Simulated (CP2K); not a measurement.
Two runs for the B K edge of boron trichloride. Run A: CP2K XAS_TDP, all-electron GAPW, PBEh(45%), aug-pc-2, TDA, no relativity. Run B differs in one setting.

First lines with a strength over 0.0015. A:

| atom | energy (eV) | states | strength, one atom |
| --- | --- | --- | --- |
| B2 (bonded to 3 Cl) | 187.69 | 1 | 0.0896 |
|  | 192.99 | 2 | 0.1406 |
|  | 195.76 | 2 | 0.0170 |
|  | 196.93 | 2 | 0.0027 |
|  | 197.83 | 1 | 0.0139 |

B:

| atom | energy (eV) | states | strength, one atom |
| --- | --- | --- | --- |
| B2 (bonded to 3 Cl) | 187.66 | 1 | 0.0898 |
|  | 193.14 | 2 | 0.1556 |
|  | 195.53 | 1 | 0.0052 |
|  | 195.97 | 2 | 0.0016 |
|  | 201.13 | 2 | 0.0258 |

**Question.** Which was it: the functional, the basis, scalar relativity switched on, GW2X switched on?

The basis (basis from aug-pc-2 to pc-2; the lines alone don't name the new value). A basis moves diffuse and continuum lines far more than the leading valence line. Against PBEh(45%) in aug-pc-2, the leading line moves by -0.03 eV, to 187.66 eV. The next line of B2 over the strength cut lies 5.48 eV higher, against 5.30.

[Hosts, paths, dates, database ids (printed as entryN), source tags and the programs' standing remarks are cut or masked in the printed files.]
